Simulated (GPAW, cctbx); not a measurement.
## Bonding in Sn2Bi as X-rays see it

Aim: compute the bonding part of the density of Sn2Bi, find which reflections carry it, and see how it biases an ordinary refinement.

The cell comes from substitution in a known structure type and wasn't matched to any measured phase. All numbers below are calculated.

## Step 1: Relax the structure

The density hangs on the geometry, so cell and atoms are relaxed first, with the symmetry held. The cutoff is set higher than for the density because stress converges slowly with plane waves.

Settings: GPAW 26.7.0, PBE, 570 eV, 4×4×4 k-points, Fermi–Dirac width 0.1 eV, BFGS to 0.03 eV/Å.

```text
cell
1.0
     0.000000000   -4.694000000    0.000000000
     4.694000000    0.000000000    0.000000000
    -2.347000000    2.347000000    7.567500000
Bi Sn
2 4
Direct
0.500000000 0.500000000 0.000000000
0.250000000 0.750000000 0.500000000
0.917600000 0.917600000 0.835200000
0.667600000 0.167600000 0.335200000
0.832400000 0.332400000 0.664800000
0.082400000 0.082400000 0.164800000
```

```console
$ OMP_NUM_THREADS=1 mpirun -n 4 gpaw python run.py > gpaw.log
```

```text
BFGS:    0      -21.823178        4.091070
BFGS:    1      -22.291508        3.156124
BFGS:    2      -22.817877        1.806011
BFGS:    3      -23.056308        1.053163
...
BFGS:   20      -24.815880        0.579663
BFGS:   21      -24.878560        0.325213
BFGS:   22      -24.901433        0.022528
cell  4.1192 4.1192 11.4673  100.35 100.35 90.00
volume 188.196 A^3, largest force 0.010 eV/A, largest stress 0.12 GPa
```

The cell moved far, while the k-mesh and basis were chosen for the start, so the final shape may be somewhat biased.

After 22 steps the volume has changed by +12.9 % and the energy by -3.078 eV; the largest stress left is 0.12 GPa. It took 25 min on 4 cores of Arm Neoverse V2 (shared host), peak memory 2.8 GiB.

Relaxed structure: I4_1/amd (no. 141, origin choice 1), a = 4.1192 Å, b = 4.1192 Å, c = 22.1824 Å, α = 90.00°, β = 90.00°, γ = 90.00°.

```csv
atom,mult.,x,y,z
Bi1,4,1/2,1/2,0
Sn1,8,1/2,1/2,0.4275
```

## Step 2: The all-electron density

X-rays see the whole electron density, so the PAW density is rebuilt with its core regions. Subtracting spherical free atoms from the same code cancels the cores and leaves the deformation density Δρ, the part due to bonding.

Settings: PBE, 450 eV, 6×6×6 k-points, Fermi–Dirac width 0.1 eV; primitive cell of 6 atoms.

```console
$ OMP_NUM_THREADS=1 mpirun -n 4 gpaw python run.py > gpaw.log
```

```text
|iter:   1|       0s |  -24.652268 | -0.05 |       |
|iter:   2|      12s |  -24.676804 | -1.97 | -1.73 |
|iter:   3|      24s |  -24.645893c| -2.57 | -1.77 |
...
|iter:   8|      83s |  -24.652213c| -5.82 | -4.09c|
|iter:   9|      95s |  -24.652220c| -6.36 | -4.49c|
|iter:  10|     107s |  -24.652218c| -7.46c| -4.99c|
```

```text
gpts.py:43: UserWarning: Initial realspace grid (21,21,60) inconsistent with symmetries.
gpts.py:43: UserWarning: Initial realspace grid (21,21,60) inconsistent with symmetries.
gpts.py:43: UserWarning: Initial realspace grid (21,21,60) inconsistent with symmetries.
gpts.py:43: UserWarning: Initial realspace grid (21,21,60) inconsistent with symmetries.
gpts.py:70: UserWarning: Using symmetrized grid: (60,60,60).
gpts.py:70: UserWarning: Using symmetrized grid: (60,60,60).
gpts.py:70: UserWarning: Using symmetrized grid: (60,60,60).
gpts.py:70: UserWarning: Using symmetrized grid: (60,60,60).
grid (120, 120, 120)  electrons 366.000  moved by bonding 0.686 e
deformation density beyond 0.5 A of the nuclei: max 0.039, min -0.030 e/A^3
atom        x       y       z   Voronoi charge  moment
Bi1    0.5000  0.5000  0.0000      0.013       0.00
Bi2    0.2500  0.7500  0.5000      0.013       0.00
Sn3    0.9275  0.9275  0.8550     -0.007       0.00
Sn4    0.6775  0.1775  0.3550     -0.007       0.00
Sn5    0.8225  0.3225  0.6450     -0.007       0.00
Sn6    0.0725  0.0725  0.1450     -0.007       0.00
mean inner potential of superposed free atoms 17.873 V
total magnetic moment 0.000 muB
```

Deformation density in a plane through the shortest contact of the Sn atom at the origin, in 0.01 e/Å³ (clipped at ±99); x from -1.6 to 4.7 Å, y from 2.4 down to -2.4 Å:

```text
  1   2   1   0   0  -1  -2  -1   0   0   0   0   0   1   0  -3
  0   0   1   1   2   1   0   0   0   0   0   0   1   1   0  -2
  0   0   1   2   4   3   1   0   0   0   0   0   1   1   1  -2
  0   0   0   1   3   2   1   1   0   0  -1  -1   0   1   2   0
  0   0  -1  -1   0   0   1   1   1   0  -2  -2  -2  -1   1   1
  0  -1  -2  -1   .  -1   0   3   2   0  -1   .  -1  -2   0   1
  1   0  -1   .   .   0   0   3   3   0   0   .   .  -1   0   1
  1   0  -2  -1   .  -1   0   2   3   0  -1   .  -1  -2  -1   0
  1   1  -1  -2  -2  -2   0   1   1   1   0   0  -1  -1   0   0
  0   2   1   0  -1  -1   0   0   1   1   2   3   1   0   0   0
 -2   1   1   1   0   0   0   0   0   1   3   4   2   1   0   0
 -2   0   1   1   0   0   0   0   0   0   1   2   1   1   0   0
 -3   0   1   0   0   0   0   0  -1  -2  -1   0   0   1   2   1
```

Atoms in or within 0.15 Å of the plane: Sn (0.0, 0.0), Sn (3.1, 0.0) Å. Dots mark points within about 0.45 Å of a nucleus; large values next to them are atomic features.

Hardly any net charge crosses the Voronoi midplanes, which need not mean no transfer: free-atom tails already reach into the neighbours' cells. Along the shortest contact from the Sn atom at the map's origin, Sn–Sn at 3.11 Å, Δρ is +0.04 e/Å³ at the midpoint: little piles up between the atoms, as is usual in a metallic crystal, which this run finds. At the midpoints of other shortest contacts it is +0.02 (Bi–Sn, 3.33 Å) e/Å³. Point values carry grid noise of about 0.01 e/Å³. The run needed 10 iterations, 2.3 min.

## Step 3: Structure factors

The Fourier components of Δρ, added to those of the free atoms, give the static X-ray structure factors; the Mott–Bethe relation turns them into the Fourier components V of the potential that fast electrons feel.

```text
static structure factors of the conventional cell: F in electrons, V (Mott-Bethe) in volts
   h  k  l      d  |F| table  |F| free   |F| DFT   change   |V| free  |V| DFT  change %
   0  0  4  5.5456   223.343   223.110   223.262    0.152     3.526    3.469     -1.6
   1  0  1  4.0500    11.738    11.966    12.148    0.182     1.453    1.417     -2.5
   1  0  3  3.5985   162.480   162.335   162.443    0.108     2.376    2.359     -0.7
   1  0  5  3.0187   362.230   362.165   362.008   -0.157     6.246    6.263      0.3
   1  1  2  2.8172   492.432   492.327   492.087   -0.240     8.199    8.222      0.3
   0  0  8  2.7728     3.402     3.570     3.322   -0.248     1.400    1.423      1.7
   1  0  7  2.5117   426.836   426.749   426.127   -0.622     6.956    7.003      0.7
   1  1  6  2.2880    13.223    13.260    13.078   -0.182     1.392    1.404      0.8
   1  0  9  2.1150   314.583   314.492   314.212   -0.280     4.516    4.531      0.3
   2  0  0  2.0596   569.968   569.795   569.289   -0.506     8.379    8.405      0.3
   2  0  2  2.0250     0.000     0.000     0.277    0.277     0.000    0.014        -
   2  0  4  1.9307   188.492   188.473   188.231   -0.242     2.000    2.011      0.5
   0  0 12  1.8485   457.545   457.402   457.017   -0.385     6.176    6.192      0.3
   2  1  1  1.8358     1.730     1.665     1.609   -0.057     0.721    0.724      0.3
```

The largest X-ray change among the ordinary reflections is -0.62 e on 107, 0.1 % of |F|. For electrons V goes as (Z − F)/g², so a change of F counts against Z − F, which is small at low angle and wherever the atoms' terms cancel: |V| of 101 moves by -2.5 % (1.45 to 1.42 V) against +1.5 % in |F|. 202 vanishes for spherical atoms and reaches 0.28 e through aspherical density alone. The last three rows still change by up to 0.39 e; the table stops while the angles are still low. The tabulated Hartree–Fock atoms differ from the free DFT atoms by up to 0.23 e, so the choice of reference atom matters too.

## Step 4: The functional ladder

The same geometry is run with other functionals, to see whether the bonding signal is larger than the spread between approximations. Free atoms are LDA for LDA and PBE otherwise; meta-GGAs and hybrids keep PBE cores. Any other changed setting is in the row's label.

```csv
run,ΔF 107 (e),ΔF 200 (e),ΔF 109 (e),q(Sn) (e),moved (e),time
PBE,-0.622,-0.506,-0.280,-0.007,0.686,2.3 min
LDA,-0.601,-0.527,-0.278,-0.004,0.654,2.5 min
r2SCAN,-0.675,-0.619,-0.334,-0.001,0.792,10 min
```

At the base's settings ΔF(107) spans -0.675 to -0.601 e, a spread of 12 % of the PBE value; over the three listed reflections the spread is at most 22 %, so sign and size hold across the functionals. Times are from shared hosts.

## Step 5: What a spherical-atom refinement makes of it

Routine crystallography fits spherical atoms. To see the bias, intensities are simulated from tabulated atoms plus the DFT change ΔF, so that bonding alone can misfit (5926 reflections of the full sphere, merged to the counts below, to 0.5 Å, 0.5 % proportional noise plus counting noise, assumed isotropic U as listed, Δρ smeared by the mean U) and refined with cctbx over different ranges.

| range | data | R1 | GooF | U Bi1 (true 0.0053) | U Sn1 (true 0.0064) | largest shift (Å) | Δρ max, min (e/Å³) |
| --- | --- | --- | --- | --- | --- | --- | --- |
| all data | 475 | 0.0027 | 0.95 | 0.0053 | 0.0064 | 0.0000 | 0.36, -0.36 |
| low resolution, d > 0.84 | 109 | 0.0019 | 0.96 | 0.0053 | 0.0064 | 0.0002 | 0.12, -0.13 |
| high order, d < 0.75 | 321 | 0.0034 | 0.94 | 0.0053 | 0.0064 | 0.0000 | 0.30, -0.36 |
| occupancies free, d > 0.7 | 181 | 0.0020 | 0.95 | 0.0053 | 0.0064 | 0.0000 | 0.20, -0.19 |

With all data GooF is 0.95, so at this noise the bonding hardly shows; the top residual peak lies 0.61 Å from Bi and 3.08 Å from Sn. No U is off by more than 3 s.u. at low resolution. With Bi1 held at 1 and the scale free, the other occupancies refine to Sn1 1.001(0.001), within three s.u. of full. Reflections that vanish for spherical atoms get no phase and drop out of the difference map, which therefore understates the bond peaks.

## Step 6: Answer

Bonding moves 0.69 e in the primitive cell of Sn2Bi and changes the ordinary structure factors of the conventional cell in the table above by at most 0.62 e (107, 0.1 %), and among reflections above 2 % of the strongest by up to 1.5 % (101); it gives 202, zero for spherical atoms, 0.28 e. The shortest bond, Sn–Sn, has Δρ = +0.04 e/Å³ at its midpoint, with no localised bond charge. At the base's settings ΔF(107) spans -0.675 to -0.601 e, a spread of 12 % of the PBE value; over the three listed reflections the spread is at most 22 %, so sign and size hold across the functionals. With all data GooF is 0.95, so at this noise the bonding hardly shows. Limits: static density, frozen cores, no spin–orbit coupling.

[Outputs are excerpts: Python notices, other lines and further rows are left out; steps that failed or that the build refused (PBEsol, TPSS) are not shown.]

[Logs are printed without paths, hosts, clocks, repeated set-up lines and the standing remarks that a program may print on its own settings, such as how far it seeks lower states.]
